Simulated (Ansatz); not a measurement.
# Decaying states in the gap of LuClF2

A new crystal, LuClF2: structure, gap and complex bands. It is built by putting Cl for part of the F in the LuF3 structure of space group P-3m1, with the volume rescaled by atomic radii. The parent structure comes from the Materials Project.

Calculated with Ansatz 0.2.0; PBEsol DFT, plane waves, PAW files, in the first sound run; inputs show where later runs differ.

Most raw output is cut from this account.

The structure was built from a prototype and need not be the compound's stable phase.

### Step 1. Starting point

Symmetry: P-3m1, No. 164, trigonal system. Conventional cell: a = 4.044 Å, b = 4.044 Å, c = 4.458 Å, α = 90.00°, β = 90.00°, γ = 120.00°. Nearest to Lu lie 2 Cl at 2.23 Å and 6 F at 2.39 Å. F has 3 Lu at 2.39 Å nearest. Nearest to Cl lie 2 Lu at 2.23 Å. It derives from LuF3. Cl for part of the F in the LuF3 structure of space group P-3m1. Farther neighbours and most contacts between anions are not listed.

### Step 2. Cell and atoms at rest

The substituted atoms don't fit the parent's cell, so cell and atoms relax together. A small smearing keeps the run stable in case the gap closes on the way.

Input file input.yaml:

```yaml
crystal:
  lattice:
    - [4.0435099674, 0.0, 0.0]
    - [-2.0217549837, 3.5017823522, 0.0]
    - [0.0, 0.0, 4.4581527687]
  atoms:
    - { symbol: Lu, position: [0.0, 0.0, 0.5] }
    - { symbol: F, position: [0.3333333333, 0.6666666667, 0.60998933] }
    - { symbol: F, position: [0.6666666667, 0.3333333333, 0.39001067] }
    - { symbol: Cl, position: [0.0, 0.0, 0.0] }
kpoints:
  mp_grid: { grid: [6, 6, 6] }
scf:
  occupations: { method: gaussian, width: 0.03 }
hamiltonian:
  xc: pbesol
output:
  forces: true
  stress: true
relax:
  f_tol: 0.02
  max_steps: 60
  cell: {}
```

Run with:

```
ansatz run input.yaml --threads 2 --pin off --max-ram 4096MiB --backend cpu --events-out ev --progress --plain --runs-dir out
```

Wall time 24 s (2 threads of Arm Neoverse V2, shared host); peak memory 0.39 GiB.

Step by step:

| step | energy less that of the first step (eV) | largest force component (eV/Å) | pressure (GPa) | volume (Å³) |
| --- | --- | --- | --- | --- |
| 1 | 0.0000 | 0.7392 | 13.23 | 63.13 |
| 2 | -0.9130 | 0.6194 | 5.15 | 65.01 |
| 3 | -1.4805 | 0.0678 | 4.81 | 64.07 |
| 4 | -1.5664 | 0.1371 | -0.90 | 66.42 |
| 5 | -1.5752 | 0.0022 | -0.09 | 66.51 |
| 6 | -1.5754 | 0.0004 | 0.00 | 66.47 |
| 7* | -1.6525 | 0.0028 | 1.45 | 66.47 |
| 8 | -1.6613 | 0.0020 | 0.34 | 67.23 |
| 9 | -1.6610 | 0.0013 | -0.03 | 67.52 |
| 10 | -1.6611 | 0.0002 | 0.00 | 67.48 |
| 11* | -1.6645 | 0.0005 | 0.03 | 67.48 |
| 12 | -1.6644 | 0.0001 | 0.00 | 67.50 |
| 13* | -1.6644 | 0.0001 | 0.00 | 67.50 |

Relaxation steps marked * repeat the geometry before them on a plane-wave basis chosen anew for their cell, so energy and pressure can jump there.

Forces are held to the 12 operations that the run works with; a distortion that breaks them can't arise in this run.

| cell as run | before | after | change |
| --- | --- | --- | --- |
| a (Å) | 4.044 | 3.885 | -3.9 % |
| b (Å) | 4.044 | 3.885 | -3.9 % |
| c (Å) | 4.458 | 5.165 | +15.9 % |
| volume (Å³/atom) | 15.78 | 16.87 | +6.9 % |

The atoms that moved most (Å, as changes of fractional coordinates times the final cell):

| atom | dx | dy | dz | length |
| --- | --- | --- | --- | --- |
| F2 | 0.000 | 0.000 | -0.188 | 0.188 |
| F3 | 0.000 | 0.000 | 0.188 | 0.188 |

Final coordinates:

```cif
data_structure
_symmetry_space_group_name_H-M 'P 1'
_symmetry_Int_Tables_number 1
_cell_length_a 3.8846
_cell_length_b 3.8846
_cell_length_c 5.1651
_cell_angle_alpha 90.000
_cell_angle_beta 90.000
_cell_angle_gamma 120.000
_cell_volume 67.50
loop_
_atom_site_label
_atom_site_type_symbol
_atom_site_fract_x
_atom_site_fract_y
_atom_site_fract_z
_atom_site_occupancy
Lu1 Lu 0.00000 0.00000 0.50000 1
F2 F 0.33333 0.66667 0.57362 1
F3 F 0.66667 0.33333 0.42638 1
Cl4 Cl 0.00000 0.00000 0.00000 1
```

This step gave:

```
free energy  : -17281.0302 eV
Fermi energy : 8.730 eV
pressure     : -0.001701 GPa
```

The largest force component on a free atom ends at 1.4e-4 eV/Å.

### Step 3. Band edges

The energy window and the wavevectors of the next steps follow from the band edges, so these are searched first, off the mesh as well.

Input file input.yaml:

```yaml
crystal:
  lattice:
    - [3.8845561601, 0.0, 0.0]
    - [-1.9422780801, 3.3641243171, 0.0]
    - [0.0, 0.0, 5.1651170663]
  atoms:
    - { symbol: Lu, position: [0.0, 0.0, 0.5] }
    - { symbol: F, position: [0.3333333333, 0.6666666667, 0.5736230206] }
    - { symbol: F, position: [0.6666666667, 0.3333333333, 0.4263769794] }
    - { symbol: Cl, position: [0.0, 0.0, 0.0] }
kpoints:
  mp_grid: { grid: [6, 6, 6] }
  band_path: { path: [VBM, CBM], npoints: 30 }
scf:
  occupations: { method: fixed }
hamiltonian:
  xc: pbesol
output:
  eigenvalues: true
  write_potential: true
  write_density: true
  volumetric_format: npy
  elf: true
```

Run time: 5.4 s. Hardware: 2 threads; peak memory 0.35 GiB; 10 s of CPU time.

This step gave:

```yaml
fermi_energy: 6.051 eV
gap_on_the_k_mesh: 5.359 eV
gap_on_path: 5.359 eV, by band count; negative where bands overlap
direct_gap_on_path: 5.574 eV
edge_places_on_path: 0, 0.9339 1/A along the path
```

The electronic bands at the labelled points (eV, zero at the Fermi level (highest filled level under fixed occupations); v1 is the highest filled band, c1 the lowest empty one):

| point | v4 | v3 | v2 | v1 | c1 | c2 | c3 | c4 |
| --- | --- | --- | --- | --- | --- | --- | --- | --- |
| VBM | -2.15 | -0.96 | 0.00 | 0.00 | 5.57 | 5.72 | 5.72 | 6.76 |
| halfway | -2.30 | -1.08 | -0.72 | -0.14 | 5.58 | 5.66 | 6.15 | 7.76 |
| CBM | -2.07 | -1.12 | -1.08 | -0.27 | 5.36 | 5.59 | 6.35 | 7.08 |

ELF in the ac plane at fractional y = 0.000, with atoms of Lu and Cl within 0.2 Å of it. It is the smooth field of the valence electrons, not physical close to the nuclei.

Ten even steps from '_' (0.01) to '@' (0.87), each cell a mean:
```
++##@@@@%%==____..**@@@@@@##
%%@@@@@@##--____..++%%@@@@@@
@@@@@@%%++..______::**%%@@@@
****++==..__________::==****
::....________________......
++==::__________________::==
@@%%**::______..______--##%%
@@@@%%==____________..**@@@@
@@@@@@++..__________::##@@@@
@@@@@@++____________..**@@@@
@@@@##--______________==%%@@
**++--________..______..==**
::..____________________....
======::..__________..--====
@@@@%%##==..______..++##%%@@
@@@@@@@@##::______==##@@@@@@
**%%@@@@%%==____..**@@@@@@##
::**@@@@%%++..__..**@@@@@@++
```
Columns run along a (3.9 Å), rows up along c (5.2 Å). Atoms in or near the plane, at fractional coordinates: Lu at (0.00, 0.50), Cl at (0.00, 0.00).

Electrostatic potential energy in the ac plane at fractional y = 0.000, with atoms of Lu and Cl within 0.2 Å of it. With pseudopotentials it is smooth inside the atoms' cores, unlike the true potential.

Ten even steps from '0' (-68 eV) to '9' (13 eV), each cell a mean:
```
23589999999743
44799999999864
77899999999987
88999999999998
88899999999988
66789999999876
23578999998753
00368999998520
00268999987510
00368999998510
12478999998641
56789999998865
88899999999988
88999999999998
88999999999988
56799999999875
23589999999743
22589999999742
```
Columns run along a (3.9 Å; values clipped at the 3rd and 97th percentile), rows up along c (5.2 Å). Atoms in or near the plane, at fractional coordinates: Lu at (0.00, 0.50), Cl at (0.00, 0.00).

Valence density in the ac plane at fractional y = 0.000, with atoms of Lu and Cl within 0.2 Å of it. It is the smooth field of the valence electrons, not physical close to the nuclei.

Ten steps, logarithmic in the rise over the least value, from '0' (0 e/Å³) to '9' (42 e/Å³), each cell a mean:
```
23321000001233
33210000001233
22110000000122
11100000000011
11000000000001
22100000000012
65310000000135
87520000001368
98631000001479
98521000001368
76410000000246
33100000000123
11000000000001
11000000000011
22100000000112
33210000000123
23321000001233
02321000001232
```
Columns run along a (3.9 Å), rows up along c (5.2 Å). Atoms in or near the plane, at fractional coordinates: Lu at (0.00, 0.50), Cl at (0.00, 0.00).

The searched edges give 5.36 eV, as on the mesh.

### Step 4. Complex bands, plane (001), k-mesh 8×8×6

This step: PBEsol DFT, plane waves, PAW files; complex bands by layer matching along the plane's normal (Ansatz 0.2.0).

The same crystal is laid in a cell whose first two vectors span the (001) plane (indices of the standard conventional cell, whose axes can be ordered otherwise than in the bulk input). At fixed energy and wavevector in the plane the solver finds all kz, real and complex. A few wavevectors are listed, (0, 0), (0, -0.5) and (0.5, 0) in units of the plane's reciprocal vectors; the slowest state needn't be among them.

Input file input.yaml:

```yaml
crystal:
  lattice:
    - [3.88455616, 0.0, 0.0]
    - [1.94227808, 3.364124317, 0.0]
    - [0.0, 0.0, 5.165117066]
  atoms:
    - { symbol: Lu, position: [0.0, 0.0, 0.5] }
    - { symbol: F, position: [0.6666666667, 0.6666666667, 0.5736230206] }
    - { symbol: F, position: [0.3333333333, 0.3333333333, 0.4263769794] }
    - { symbol: Cl, position: [0.0, 0.0, 0.0] }
kpoints:
  mp_grid: { grid: [8, 8, 6] }
scf:
  occupations: { method: fixed }
hamiltonian:
  xc: pbesol
output:
  eigenvalues: true
  transmission:
    leads: [[0, 0]]
    kpoints: [[0.0, 0.0], [0.0, -0.5], [0.5, 0.0]]
    e_range: [-1.0, 6.36]
    de: 0.15
```

Elapsed: 16 s, on 2 threads; peak memory 0.4 GiB.

Numbers from this step:

```yaml
free_energy: -17281.0301 eV
level_to_which_the_leads_are_filled: 2.679 eV from the Fermi level
decay_constant_at_the_filling_level_zone_centre: 0.2817 Å⁻¹
decay_constant_at_the_filling_level_slowest_listed_point: 0.2817 Å⁻¹
```

K parallel (0, 0); values up to 1.5 1/Å, a degenerate pair printed once or twice; energies at which all values exceed this have no row. Im kz of the slowest decaying states against energy, zero at the highest filled level on the SCF mesh:

| energy (eV) | decay 1 (Å⁻¹) | decay 2 (Å⁻¹) | decay 3 (Å⁻¹) | decay 4 (Å⁻¹) |
| --- | --- | --- | --- | --- |
| -1.00 | 0.492 | 0.946 | 1.25 | - |
| -0.70 | 0.133 | 0.403 | 0.943 | 1.26 |
| -0.40 | 0.185 | 0.226 | 0.938 | 1.28 |
| -0.10 | 0.218 | 0.931 | 1.29 | - |
| 0.05 | 0.149 | 0.230 | 0.927 | 1.29 |
| 0.20 | 0.241 | 0.275 | 0.922 | 1.29 |
| 0.50 | 0.258 | 0.385 | 0.912 | 1.30 |
| 0.80 | 0.270 | 0.442 | 0.900 | 1.30 |
| 1.10 | 0.279 | 0.475 | 0.886 | 1.30 |
| 1.40 | 0.285 | 0.495 | 0.871 | 1.30 |
| 1.70 | 0.288 | 0.507 | 0.854 | 1.30 |
| 2.00 | 0.289 | 0.512 | 0.835 | 1.29 |
| 2.30 | 0.287 | 0.511 | 0.815 | 1.29 |
| 2.60 | 0.284 | 0.506 | 0.793 | 1.29 |
| 2.75 | 0.282 | 0.502 | 0.781 | 1.28 |
| 3.05 | 0.275 | 0.490 | 0.756 | 1.28 |
| 3.35 | 0.267 | 0.475 | 0.728 | 1.27 |
| 3.65 | 0.256 | 0.456 | 0.698 | 1.26 |
| 3.95 | 0.243 | 0.433 | 0.665 | 1.26 |
| 4.25 | 0.226 | 0.404 | 0.629 | 1.25 |
| 4.55 | 0.206 | 0.370 | 0.589 | 1.24 |
| 4.85 | 0.179 | 0.327 | 0.544 | 1.23 |
| 5.15 | 0.143 | 0.272 | 0.494 | 1.22 |
| 5.45 | 0.0810 | 0.193 | 0.437 | 1.21 |
| 5.75 | 0.370 | 1.20 | 1.28 | - |
| 6.05 | 0.294 | 1.19 | 1.26 | - |
| 6.35 | 0.206 | 1.17 | 1.25 | - |

K parallel (0, -0.5); values up to 1.5 1/Å, a degenerate pair printed once or twice; energies at which all values exceed this have no row. The Im kz of the slowest decaying states by energy, zero at the highest filled level on the SCF mesh:

| energy (eV) | decay 1 (Å⁻¹) | decay 2 (Å⁻¹) | decay 3 (Å⁻¹) | decay 4 (Å⁻¹) |
| --- | --- | --- | --- | --- |
| -1.00 | 0.0887 | 0.211 | 0.5 | 1.03 |
| -0.70 | 0.169 | 0.347 | 0.559 | 1.04 |
| -0.40 | 0.213 | 0.710 | 1.04 | 1.05 |
| -0.10 | 0.242 | 0.285 | 0.898 | 1.05 |
| 0.05 | 0.254 | 0.361 | 0.906 | 1.04 |
| 0.20 | 0.264 | 0.408 | 0.913 | 1.04 |
| 0.50 | 0.280 | 0.466 | 0.921 | 1.04 |
| 0.80 | 0.291 | 0.499 | 0.926 | 1.03 |
| 1.10 | 0.300 | 0.519 | 0.928 | 1.01 |
| 1.40 | 0.305 | 0.529 | 0.930 | 0.993 |
| 1.70 | 0.309 | 0.532 | 0.935 | 0.958 |
| 2.00 | 0.310 | 0.531 | 0.875 | 0.962 |
| 2.30 | 0.309 | 0.525 | 0.789 | 0.987 |
| 2.60 | 0.306 | 0.515 | 0.727 | 0.998 |
| 2.75 | 0.304 | 0.509 | 0.700 | 1.00 |
| 3.05 | 0.299 | 0.494 | 0.650 | 1.00 |
| 3.35 | 0.292 | 0.475 | 0.602 | 0.996 |
| 3.65 | 0.283 | 0.453 | 0.554 | 0.969 |
| 3.95 | 0.272 | 0.426 | 0.503 | 0.922 |
| 4.25 | 0.258 | 0.394 | 0.449 | 0.885 |
| 4.55 | 0.241 | 0.355 | 0.389 | 0.849 |
| 4.85 | 0.216 | 0.307 | 0.320 | 0.812 |
| 5.15 | 0.164 | 0.243 | 0.248 | 0.770 |
| 5.45 | 0.143 | 0.199 | 0.724 | 1.05 |
| 5.75 | 0.161 | 0.672 | 1.04 | - |
| 6.05 | 0.114 | 0.609 | 1.03 | - |
| 6.35 | 0.531 | 1.03 | - | - |

K parallel (0.5, 0); values up to 1.5 1/Å, a degenerate pair printed once or twice; energies at which all values exceed this have no row. Im kz of the slowest decaying states against energy, zero at the highest filled level on the SCF mesh:

| energy (eV) | decay 1 (Å⁻¹) | decay 2 (Å⁻¹) | decay 3 (Å⁻¹) | decay 4 (Å⁻¹) |
| --- | --- | --- | --- | --- |
| -1.00 | 0.0887 | 0.211 | 0.5 | 1.03 |
| -0.70 | 0.169 | 0.347 | 0.559 | 1.04 |
| -0.25 | 0.109 | 0.229 | 0.792 | 0.984 |
| 0.05 | 0.254 | 0.361 | 0.906 | 1.04 |
| 0.50 | 0.280 | 0.466 | 0.921 | 1.04 |
| 0.80 | 0.291 | 0.499 | 0.926 | 1.03 |
| 1.25 | 0.303 | 0.525 | 0.929 | 1.00 |
| 1.55 | 0.307 | 0.531 | 0.931 | 0.978 |
| 2.00 | 0.310 | 0.531 | 0.875 | 0.962 |
| 2.30 | 0.309 | 0.525 | 0.789 | 0.987 |
| 2.60 | 0.306 | 0.515 | 0.727 | 0.998 |
| 3.05 | 0.299 | 0.494 | 0.650 | 1.00 |
| 3.35 | 0.292 | 0.475 | 0.602 | 0.996 |
| 3.80 | 0.278 | 0.440 | 0.529 | 0.942 |
| 4.10 | 0.265 | 0.411 | 0.477 | 0.903 |
| 4.55 | 0.241 | 0.355 | 0.389 | 0.849 |
| 4.85 | 0.216 | 0.307 | 0.320 | 0.812 |
| 5.30 | 0.0927 | 0.201 | 0.220 | 0.748 |
| 5.60 | 0.180 | 0.699 | 1.04 | - |
| 6.05 | 0.114 | 0.609 | 1.03 | - |
| 6.35 | 0.531 | 1.03 | - | - |

At the listed wavevectors the last open channel is at -0.10 eV and the next at +5.45 eV on the grid. At +2.75 eV, the grid energy nearest the filling level (the middle of the gap on the SCF mesh), the slowest state at the listed wavevectors decays with κ = 0.282 Å⁻¹, its amplitude falling by e over 3.5 Å. Through 1 nm of this crystal that state's transmission falls by exp(−2 × 0.282 Å⁻¹ × 10 Å) = 0.0036.

### Step 5. Decay over the two-dimensional zone

The listed points could miss the slowest state, so one energy near mid-gap is solved on a mesh of 12×12.

input.yaml: that of step 4 with these lines changed.

```diff
@@ -18,6 +18,2 @@
   eigenvalues: true
-  transmission:
-    leads: [[0, 0]]
-    kpoints: [[0.0, 0.0], [0.0, -0.5], [0.5, 0.0]]
-    e_range: [-1.0, 6.36]
-    de: 0.15
+  transmission: { leads: [[0, 0]], kmesh: [12, 12], e_range: [2.68, 2.69], de: 0.05 }
```

Wall time 7.8 s (2 threads); peak memory 0.41 GiB.

Numbers from this step:

| Property | Result |
| --- | --- |
| least decay constant on the mesh | 0.2829 Å⁻¹ |

Slowest decay constant (1/Å; 0 where a channel is open) over k1 and k2. At 2.6800 eV from the Fermi level.

Values, 12 rows by 12 columns:
```
0.305 0.306 0.306 0.306 0.306 0.305 0.305 0.305 0.304 0.304 0.305 0.305
0.306 0.306 0.306 0.306 0.306 0.305 0.304 0.302 0.302 0.302 0.304 0.305
0.306 0.306 0.306 0.306 0.304 0.302 0.300 0.298 0.298 0.300 0.302 0.304
0.306 0.306 0.306 0.304 0.302 0.298 0.294 0.292 0.294 0.298 0.302 0.304
0.305 0.305 0.305 0.302 0.298 0.292 0.287 0.287 0.292 0.298 0.302 0.305
0.305 0.305 0.304 0.300 0.294 0.287 0.283 0.287 0.294 0.300 0.304 0.305
0.305 0.305 0.302 0.298 0.292 0.287 0.287 0.292 0.298 0.302 0.305 0.305
0.306 0.304 0.302 0.298 0.294 0.292 0.294 0.298 0.302 0.304 0.306 0.306
0.306 0.304 0.302 0.300 0.298 0.298 0.300 0.302 0.304 0.306 0.306 0.306
0.306 0.305 0.304 0.302 0.302 0.302 0.304 0.305 0.306 0.306 0.306 0.306
0.305 0.305 0.305 0.304 0.304 0.305 0.305 0.305 0.306 0.306 0.306 0.306
0.305 0.305 0.306 0.306 0.306 0.305 0.305 0.305 0.306 0.306 0.306 0.305
```
Columns: k1 (b1) from -0.5 to 0.417; rows upwards: k2 (b2) from -0.5 to 0.417.

The least value on the mesh is 0.283 Å⁻¹ at +2.68 eV. At that energy the listed points give about 0.283 Å⁻¹ by interpolation, so the mesh holds no clearly slower state.

### Step 6. Complex bands, plane (110), k-mesh 6×12×12

The same for the (110) plane, at (0, 0) and (0, -0.5), to see how the decay depends on direction.

Input file input.yaml:

```yaml
crystal:
  lattice:
    - [5.165117066, 0.0, 0.0]
    - [0.0, 6.728248634, 0.0]
    - [0.0, 3.364124317, 1.94227808]
  atoms:
    - { symbol: Lu, position: [0.5, 0.0, 0.0] }
    - { symbol: F, position: [0.5736230206, 0.3333333333, 0.0] }
    - { symbol: F, position: [0.4263769794, 0.6666666667, 0.0] }
    - { symbol: Cl, position: [0.0, 0.0, 0.0] }
kpoints:
  mp_grid: { grid: [6, 12, 12] }
scf:
  occupations: { method: fixed }
hamiltonian:
  xc: pbesol
output:
  eigenvalues: true
  transmission:
    leads: [[0, 0]]
    kpoints: [[0.0, 0.0], [0.0, -0.5]]
    e_range: [-1.0, 6.36]
    de: 0.18
```

Elapsed: 70 s, on 2 threads; peak memory 0.8 GiB.

Numbers from this step:

| Item | Value |
| --- | --- |
| free energy | -17281.0302 eV |
| decay constant at the filling level, zone centre | 0.4189 Å⁻¹ |
| decay constant at the filling level, slowest listed point | 0.4189 Å⁻¹ |

K parallel (0, 0); values up to 1.5 1/Å, a degenerate pair printed once or twice; energies at which all values exceed this have no row. The Im kz of the slowest decaying states by energy, zero at the highest filled level on the SCF mesh:

| energy (eV) | decay 1 (Å⁻¹) | decay 2 (Å⁻¹) | decay 3 (Å⁻¹) | decay 4 (Å⁻¹) |
| --- | --- | --- | --- | --- |
| -1.00 | 0.401 | 0.478 | 0.592 | 0.757 |
| -0.64 | 0.349 | 0.515 | 0.528 | 0.550 |
| -0.46 | 0.391 | 0.530 | 0.591 | 0.608 |
| -0.10 | 0.211 | 0.444 | 0.556 | 0.651 |
| 0.08 | 0.122 | 0.289 | 0.312 | 0.462 |
| 0.44 | 0.263 | 0.378 | 0.491 | 0.585 |
| 0.80 | 0.329 | 0.432 | 0.511 | 0.600 |
| 0.98 | 0.351 | 0.451 | 0.519 | 0.606 |
| 1.34 | 0.383 | 0.481 | 0.531 | 0.616 |
| 1.52 | 0.394 | 0.492 | 0.536 | 0.619 |
| 1.88 | 0.409 | 0.509 | 0.542 | 0.625 |
| 2.24 | 0.417 | 0.520 | 0.545 | 0.628 |
| 2.42 | 0.419 | 0.524 | 0.545 | 0.629 |
| 2.78 | 0.418 | 0.528 | 0.543 | 0.628 |
| 2.96 | 0.415 | 0.528 | 0.541 | 0.627 |
| 3.32 | 0.406 | 0.525 | 0.534 | 0.623 |
| 3.68 | 0.391 | 0.518 | 0.524 | 0.617 |
| 3.86 | 0.381 | 0.513 | 0.518 | 0.612 |
| 4.22 | 0.357 | 0.496 | 0.503 | 0.601 |
| 4.40 | 0.341 | 0.484 | 0.494 | 0.594 |
| 4.76 | 0.301 | 0.445 | 0.470 | 0.561 |
| 5.12 | 0.241 | 0.348 | 0.431 | 0.466 |
| 5.30 | 0.195 | 0.202 | 0.386 | 0.389 |
| 5.66 | 0.319 | 0.353 | 0.417 | 0.458 |
| 5.84 | 0.362 | 0.391 | 0.428 | 0.465 |
| 6.20 | 0.377 | 0.393 | 0.427 | 0.468 |

K parallel (0, -0.5); values up to 1.5 1/Å, a degenerate pair printed once or twice; energies at which all values exceed this have no row. Table of Im kz of the slowest decaying states by energy, zero at the highest filled level on the SCF mesh:

| energy (eV) | decay 1 (Å⁻¹) | decay 2 (Å⁻¹) | decay 3 (Å⁻¹) | decay 4 (Å⁻¹) |
| --- | --- | --- | --- | --- |
| -1.00 | 0.251 | 0.407 | 0.655 | 0.667 |
| -0.64 | 0.352 | 0.394 | 0.497 | 0.747 |
| -0.46 | 0.358 | 0.429 | 0.500 | 0.770 |
| -0.10 | 0.133 | 0.429 | 0.527 | 0.575 |
| 0.08 | 0.272 | 0.469 | 0.595 | 0.610 |
| 0.44 | 0.378 | 0.501 | 0.624 | 0.709 |
| 0.80 | 0.435 | 0.520 | 0.644 | 0.761 |
| 0.98 | 0.455 | 0.528 | 0.652 | 0.778 |
| 1.34 | 0.486 | 0.538 | 0.664 | 0.796 |
| 1.52 | 0.498 | 0.542 | 0.669 | 0.798 |
| 1.88 | 0.515 | 0.547 | 0.675 | 0.794 |
| 2.24 | 0.527 | 0.548 | 0.678 | 0.783 |
| 2.42 | 0.531 | 0.548 | 0.678 | 0.775 |
| 2.78 | 0.536 | 0.545 | 0.676 | 0.757 |
| 2.96 | 0.537 | 0.542 | 0.674 | 0.746 |
| 3.32 | 0.535 | 0.537 | 0.667 | 0.721 |
| 3.68 | 0.524 | 0.532 | 0.657 | 0.689 |
| 3.86 | 0.518 | 0.528 | 0.650 | 0.670 |
| 4.22 | 0.502 | 0.518 | 0.623 | 0.633 |
| 4.40 | 0.492 | 0.510 | 0.594 | 0.622 |
| 4.76 | 0.467 | 0.491 | 0.518 | 0.593 |
| 5.12 | 0.363 | 0.451 | 0.458 | 0.549 |
| 5.30 | 0.198 | 0.431 | 0.433 | 0.512 |
| 5.66 | 0.364 | 0.369 | 0.401 | 0.751 |
| 5.84 | 0.354 | 0.377 | 0.405 | 0.494 |
| 6.20 | 0.319 | 0.476 | 0.542 | 0.550 |

At the listed wavevectors the last open channel is at -0.10 eV and the next at +5.48 eV on the grid. At +2.60 eV, the grid energy nearest the filling level (the middle of the gap on the SCF mesh), the slowest state at the listed wavevectors decays with κ = 0.419 Å⁻¹, its amplitude falling by e over 2.4 Å; the first such run, plane (001), gave 0.282 Å⁻¹.

(Continued in part 2 of 2.)

[Logs are printed without paths, hosts, clocks, repeated set-up lines and the standing remarks that a program may print on its own settings, such as how far it seeks lower states.]

[Hosts, paths, dates, database ids (printed as entryN), source tags and the programs' standing remarks are cut or masked in the printed files.]
